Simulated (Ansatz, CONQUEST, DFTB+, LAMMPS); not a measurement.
## (K,Na)Cl at 900 K with crystalline order left by the classical run (76 atoms) in DFTB+

How do the settings of DFTB+ change the result for (K,Na)Cl at 900 K with crystalline order left by the classical run (76 atoms)? A plane-wave run serves as the yardstick.

Program: DFTB+ 25.1. Level of theory: the method is named at each step. Results are calculated unless marked as measured.

## 1. The starting structure

The cell holds 76 atoms: 21 K, 17 Na and 38 Cl. Cell: a = 13.595 Å, b = 13.595 Å, c = 13.595 Å, α = 90.0°, β = 90.0°, γ = 90.0°. 76 atoms (21 K, 17 Na, 38 Cl) placed at random at 1.69 g/cm³, melted at 1800 K for 10 ps at fixed volume with the Lennard-Jones and Coulomb ion parameters for SPC/E (Joung and Cheatham, J. Phys. Chem. B 112, 9020 (2008)), full charges. Snapshot at the end of a hold of 20 ps at 900 K and fixed volume.

Structure file:

```
K Na Cl
1.0
    13.59540    0.00000    0.00000
     0.00000   13.59540    0.00000
     0.00000    0.00000   13.59540
K Na Cl
21 17 38
Direct
  0.47366 0.37303 0.49291
  0.49786 0.01576 0.90322
  0.77626 0.00015 0.70802
  0.31353 0.47359 0.20555
  0.21193 0.06370 0.10334
  0.12432 0.76720 0.26885
  0.41926 0.54624 0.79514
  0.91728 0.25637 0.57186
  0.12702 0.38832 0.64188
  0.77098 0.17584 0.02135
  0.26815 0.85028 0.79509
  0.11246 0.97130 0.57857
  0.77683 0.37478 0.33796
  0.64459 0.12041 0.47139
  0.56567 0.65143 0.31999
  0.38798 0.91883 0.35903
  0.47030 0.17196 0.18529
  0.62464 0.91503 0.19694
  0.00398 0.70210 0.71584
  0.30050 0.65984 0.52480
  0.83868 0.82859 0.45027
  0.72868 0.50618 0.65672
  0.83647 0.61450 0.15346
  0.36344 0.13532 0.63380
  0.86261 0.40108 0.91075
  0.43384 0.71948 0.07406
  0.66865 0.69702 0.89236
  0.60503 0.27501 0.79003
  0.55151 0.82648 0.63994
  0.90647 0.03302 0.26429
  0.00115 0.48489 0.39615
  0.05880 0.11304 0.87755
  0.12206 0.58288 0.96341
  0.33579 0.33048 0.90862
  0.04881 0.34242 0.10234
  0.18812 0.20280 0.35786
  0.94937 0.88616 0.99204
  0.58982 0.42603 0.05299
  0.99148 0.10130 0.05567
  0.15123 0.17759 0.61768
  0.22343 0.61974 0.74997
  0.41912 0.95583 0.12956
  0.11721 0.02029 0.29551
  0.56655 0.07268 0.70341
  0.53566 0.42608 0.26253
  0.69937 0.11320 0.26277
  0.07550 0.73136 0.47740
  0.83990 0.20712 0.82053
  0.86827 0.82619 0.19668
  0.61810 0.67946 0.11076
  0.99112 0.28670 0.35649
  0.60511 0.86441 0.44233
  0.79731 0.59427 0.35481
  0.40646 0.31415 0.70376
  0.90034 0.65039 0.93568
  0.88522 0.04045 0.49361
  0.02130 0.53751 0.16230
  0.66778 0.47317 0.86906
  0.23595 0.76031 0.99336
  0.50730 0.60926 0.56864
  0.35149 0.67816 0.28343
  0.94122 0.47596 0.60516
  0.78171 0.38510 0.10244
  0.26272 0.40320 0.43491
  0.51224 0.24419 0.96894
  0.23040 0.27575 0.14117
  0.75542 0.77813 0.67012
  0.48995 0.78926 0.84035
  0.07152 0.38753 0.90242
  0.40859 0.15923 0.41058
  0.33721 0.89823 0.58169
  0.02984 0.93609 0.79564
  0.76637 0.97174 0.92611
  0.40445 0.52204 0.00608
  0.27580 0.09699 0.84722
  0.68237 0.32258 0.58777
```

The yardstick, on the same geometry:

* method: Kohn-Sham DFT, PBE, PAW, plane waves (Ansatz 0.2.0); cutoff 420 eV, Γ point, fermi-dirac smearing of 0.05 eV; PAW set soft_2
* r.m.s. force component: 0.2348 eV/Å
* longest force: 0.9297 eV/Å
* pressure: -1.119 GPa
* gap (highest filled to lowest empty level): 3.647 eV
* SCF cycles: 7
* time: 25 s on 4 threads of Intel Xeon 6975P-C (Granite Rapids), shared host
* CPU time: 84 s

## 2. IPEA1-xTB

Method: IPEA1-xTB tight binding, diagonalisation.

dftb_in.hsd reads:

```
Geometry = GenFormat {
  <<< geo.gen
}
Driver = {}
Hamiltonian = xTB {
  Method = "IPEA1-xTB"
  SccTolerance = 1e-06
  MaxSccIterations = 300
  Mixer = Broyden { MixingParameter = 0.2 }
  Filling = Fermi { Temperature [K] = 580 }
  KPointsAndWeights = { 0.0 0.0 0.0 1.0 }
}
Analysis {
  PrintForces = Yes
  MullikenAnalysis = Yes
}
ParserOptions { ParserVersion = 14 }
```

geo.gen reads:

```
76 F
K Na Cl
1 1 0.47366 0.37303 0.49291
2 1 0.49786 0.01576 0.90322
3 1 0.77626 0.00015 0.70802
4 1 0.31353 0.47359 0.20555
5 1 0.21193 0.06370 0.10334
6 1 0.12432 0.76720 0.26885
7 1 0.41926 0.54624 0.79514
8 1 0.91728 0.25637 0.57186
9 1 0.12702 0.38832 0.64188
10 1 0.77098 0.17584 0.02135
11 1 0.26815 0.85028 0.79509
12 1 0.11246 0.97130 0.57857
13 1 0.77683 0.37478 0.33796
14 1 0.64459 0.12041 0.47139
15 1 0.56567 0.65143 0.31999
16 1 0.38798 0.91883 0.35903
17 1 0.47030 0.17196 0.18529
18 1 0.62464 0.91503 0.19694
19 1 0.00398 0.70210 0.71584
20 1 0.30050 0.65984 0.52480
21 1 0.83868 0.82859 0.45027
22 2 0.72868 0.50618 0.65672
23 2 0.83647 0.61450 0.15346
24 2 0.36344 0.13532 0.63380
25 2 0.86261 0.40108 0.91075
26 2 0.43384 0.71948 0.07406
27 2 0.66865 0.69702 0.89236
28 2 0.60503 0.27501 0.79003
29 2 0.55151 0.82648 0.63994
30 2 0.90647 0.03302 0.26429
31 2 0.00115 0.48489 0.39615
32 2 0.05880 0.11304 0.87755
33 2 0.12206 0.58288 0.96341
34 2 0.33579 0.33048 0.90862
35 2 0.04881 0.34242 0.10234
36 2 0.18812 0.20280 0.35786
37 2 0.94937 0.88616 0.99204
38 2 0.58982 0.42603 0.05299
39 3 0.99148 0.10130 0.05567
40 3 0.15123 0.17759 0.61768
41 3 0.22343 0.61974 0.74997
42 3 0.41912 0.95583 0.12956
43 3 0.11721 0.02029 0.29551
44 3 0.56655 0.07268 0.70341
45 3 0.53566 0.42608 0.26253
46 3 0.69937 0.11320 0.26277
47 3 0.07550 0.73136 0.47740
48 3 0.83990 0.20712 0.82053
49 3 0.86827 0.82619 0.19668
50 3 0.61810 0.67946 0.11076
51 3 0.99112 0.28670 0.35649
52 3 0.60511 0.86441 0.44233
53 3 0.79731 0.59427 0.35481
54 3 0.40646 0.31415 0.70376
55 3 0.90034 0.65039 0.93568
56 3 0.88522 0.04045 0.49361
[... 20 atom lines left out ...]
0.0 0.0 0.0
13.59540 0.00000 0.00000
0.00000 13.59540 0.00000
0.00000 0.00000 13.59540
```

Started as:

```sh
> OMP_NUM_THREADS=1 dftb+ > output.txt
```

The program printed:

```text
Reading input file 'dftb_in.hsd'
Parser version: 14
--------------------------------------------------------------------------------
Processed input in HSD format written to 'dftb_pin.hsd'
Starting initialization...
--------------------------------------------------------------------------------
WARNING!
-> Dipole printed for extended system : value printed is not well defined
Mode:                        Static calculation
Self consistent charges:     Yes
SCC-tolerance:                 0.100000E-05
Max. scc iterations:                    300
Shell resolved Hubbard:      Yes
Spin polarisation:           No
Nr. of up electrons:           152.000000
Nr. of down electrons:         152.000000
Periodic boundaries:         Yes
Electronic solver:           Relatively robust
Mixer:                       Broyden mixer
Mixing parameter:                  0.200000
Nr. of chrg. vec. in memory:            300
Max. SCC-cycles:                        300
tblite library version:      0.3.0
-> parametrization:          IPEA1-xTB
-> repulsion:                Yes
-> dispersion:               Yes
-> halogen bonding:          Yes
-> electrostatics:           Yes
   -> isotropic:             Yes
   -> anisotropic:           No
   -> third-order:           Yes
Electronic temperature:              0.183675E-02 H      0.499806E-01 eV
Initial charges:             Set automatically (system chrg:   0.000E+00)
Included shells:             K:  s, p
                            Na:  s, p
                            Cl:  s, p, d
K-points and weights:           1:  0.000000  0.000000  0.000000     1.000000
K-points in absolute space:     1:  0.000000  0.000000  0.000000
Extra options:
                             Mulliken analysis
                             Force calculation
Force type                   original
--------------------------------------------------------------------------------
***  Geometry step: 0
 iSCC Total electronic   Diff electronic      SCC error
    1   -0.18610474E+03    0.00000000E+00    0.98637765E+00
    2   -0.18628316E+03   -0.18610474E+03    0.78039963E+00
    3   -0.18658906E+03   -0.17841771E+00    0.34055696E+00
    4   -0.18662639E+03   -0.30590141E+00    0.28714150E+00
    5   -0.18669766E+03   -0.37333426E-01    0.11809634E+00
    6   -0.18670041E+03   -0.71267338E-01    0.32400007E-01
    7   -0.18670089E+03   -0.27538730E-02    0.16333350E-01
    8   -0.18670102E+03   -0.47555668E-03    0.49556055E-02
    9   -0.18670104E+03   -0.13385602E-03    0.27221158E-02
   10   -0.18670104E+03   -0.11120049E-04    0.13476548E-02
   11   -0.18670104E+03   -0.71759391E-06    0.32281800E-03
   12   -0.18670104E+03   -0.10958881E-05    0.23140942E-03
   13   -0.18670104E+03   -0.21151322E-07    0.45234215E-04
   14   -0.18670104E+03   -0.31786271E-07    0.20822236E-04
   15   -0.18670104E+03   -0.11454802E-08    0.64731404E-05
   16   -0.18670104E+03   -0.98992814E-10    0.40388541E-05
>> Charges saved for restart in charges.bin
   17   -0.18670104E+03   -0.14267698E-10    0.84365351E-06
Total Energy:                     -186.9661095162 H        -5087.6067 eV
Extrapolated to 0K:               -186.9661095162 H        -5087.6067 eV
Total Mermin free energy:         -186.9661095162 H        -5087.6067 eV
Force related energy:             -186.9661095162 H        -5087.6067 eV
Volume:                              0.169579E+05 au^3   0.251290E+04 A^3
Pressure:                           -0.432753E-03 au    -0.127320E+11 Pa
```

detailed.out:

```text
Fermi distribution function
Calculation with static geometry
********************************************************************************
 iSCC Total electronic   Diff electronic      SCC error
   17   -0.18670104E+03   -0.14267698E-10    0.84365351E-06
********************************************************************************
 Total charge:    -0.00000000
 Atomic gross charges (e)
 Atom           Charge
    1       0.66428412
    2       0.74934886
    3       0.52082426
    4       0.73133468
    5       0.67281826
    6       0.76255083
    7       0.69086836
    8       0.55849750
    9       0.43584977
   10       0.69613325
   11       0.65502760
   12       0.54220318
[...]
72      -0.71249559
   73      -0.72388752
   74      -0.77731198
   75      -0.78496536
   76      -0.66746505
Fermi level:                        -0.3317173592 H           -9.0265 eV
Band energy:                      -183.7790042656 H        -5000.8811 eV
TS:                                  0.0000000000 H            0.0000 eV
Band free energy (E-TS):          -183.7790042656 H        -5000.8811 eV
Extrapolated E(0K):               -183.7790042656 H        -5000.8811 eV
Input / Output electrons (q):    304.0000000000    304.0000000000
Energy H0:                        -185.3734338662 H        -5044.2678 eV
Energy SCC:                         -1.3276030051 H          -36.1259 eV
Total Electronic energy:          -186.7010368712 H        -5080.3937 eV
Repulsive energy:                    0.0343507557 H            0.9347 eV
Halogen correction energy:           0.0000000000 H            0.0000 eV
Total energy:                     -186.9661095162 H        -5087.6067 eV
Extrapolated to 0:                -186.9661095162 H        -5087.6067 eV
Total Mermin free energy:         -186.9661095162 H        -5087.6067 eV
Force related energy:             -186.9661095162 H        -5087.6067 eV
Non-constrained calculation
SCC converged
Total Forces
    1     -0.035516808873     -0.014171832094     -0.045613692549
    2      0.053317469182     -0.032915476433      0.033710901983
    3      0.020729375608     -0.020379501905      0.028048968572
    4     -0.057136861341     -0.010488846205      0.086711866427
    5     -0.026840601966     -0.020036247704     -0.017709219778
    6      0.034244572761     -0.015486543236     -0.021000418709
    7     -0.006482979535      0.014841384595     -0.025126883684
    8     -0.012564064089     -0.014365691640      0.047857334925
    9      0.031058207528      0.008306485184      0.048365824028
   10     -0.002480831522     -0.003647697279      0.006186673802
   11     -0.040879451440      0.007116770799      0.024527588000
[...]
72      0.019645006546     -0.037897990402     -0.035360275941
   73     -0.025360964850     -0.036174105886      0.026315776677
   74     -0.037485785205     -0.037574803935     -0.046419809969
   75     -0.025021934788     -0.049133088245      0.029486259762
   76      0.011180304246      0.024624195551     -0.077785424093
Total stress tensor
     -0.000382227913      0.000216306121      0.000169257709
      0.000216306121     -0.000444363033     -0.000190809140
      0.000169257709     -0.000190809140     -0.000471667761
Total lattice derivs
      0.252292331293     -0.142774438228     -0.111719789431
     -0.142774438228      0.293305072163      0.125944969482
     -0.111719789431      0.125944969482      0.311327758093
Maximal derivative component:        0.978408E-01 au
Volume:                              0.169579E+05 au^3
Pressure:                           -0.432753E-03 au    -0.127320E+11 Pa
Warning: dipole moment is not defined absolutely!
Dipole moment:  -29.48263589  -13.61612321   -6.42653190 au
Dipole moment:  -74.93739175  -34.60873588  -16.33461608 Debye
```

Run time: 11 s. Hardware: 1 thread of Intel Xeon 6975P-C (Granite Rapids), shared host; peak memory 0.37 GiB.

Banners, paths, timers and routine set-up lines are dropped from the logs unmarked, and long logs keep their key lines alone; longer cuts are marked.

Compared with the plane-wave run:

| Item | Value |
| --- | --- |
| r.m.s. force component | 1.824 eV/Å |
| r.m.s. difference of force components | 1706 meV/Å |
| longest difference of force vectors | 5151 meV/Å |
| force difference over r.m.s. force | 726.6 % |
| slope of forces against the reference's | 4.27 |
| correlation of force components | 0.5498 |
| gap (highest filled to lowest empty level) | 5.2 eV |
| gap difference | 1.554 eV |
| pressure | -12.73 GPa |
| pressure difference | -11.61 GPa |

Length of the force difference by element (eV/Å):

```
element  atoms  mean  most
     Cl     38   2.7   4.9
      K     21   2.3   5.1
     Na     17   3.2   5.2
```

Levels nearest the highest filled one (eV from it): -0.72, -0.71, -0.68, -0.53, -0.52, -0.50, -0.17, -0.15, -0.15, -0.03, -0.02, 0.00, 5.20, 7.61, 7.96, 8.08, 8.12, 8.50, 8.74, 9.79, 9.80, 9.80, 9.81, 9.82.

A closer look about Cl40, which has 4 bonded neighbours where the commonest count for Cl is 6: 9 atoms, nearest first, numbered in the order of the input, with positions taken from that point.

```
atom      x      y      z  distance (Å)  bonds  Mulliken charge (e)     Fx     Fy  Fz (eV/Å)
Cl40   0.00   0.00   0.00          0.00      4                -0.74  -2.98   0.81      -0.75
  K9  -0.33   2.86   0.33          2.90      5                 0.44   1.60   0.43       2.49
 K12  -0.53  -2.80  -0.53          2.90      6                 0.54   0.08  -1.81      -2.39
Na24   2.89  -0.57   0.22          2.95      6                 0.93  -0.46  -4.08      -0.29
  K8  -3.18   1.07  -0.62          3.41      6                 0.56  -0.65  -0.74       2.46
Na36   0.50   0.34  -3.53          3.58      5                 0.99   4.39   2.65       1.59
Cl75   1.69  -1.10   3.12          3.72      6                -0.79  -1.29  -2.53       1.52
Na32  -1.26  -0.88   3.53          3.85      4                 0.75  -0.34   1.29      -2.18
Cl54   3.47   1.86   1.17          4.11      5                -0.79  -1.87   3.12       0.88
```

Forces lie 727 % from the reference's, at 0.12 times its CPU time (on 1 against 4 cores).

(Part 1 of 2 ends here.)

[Also dropped from logs without a mark: logging warnings of Python, and SIESTA's first energy breakdown and zero terms.]

[Logs are printed without paths, hosts, clocks, repeated set-up lines and the standing remarks that a program may print on its own settings, such as how far it seeks lower states.]

[Hosts, paths, dates, database ids (printed as entryN), source tags and the programs' standing remarks are cut or masked in the printed files.]
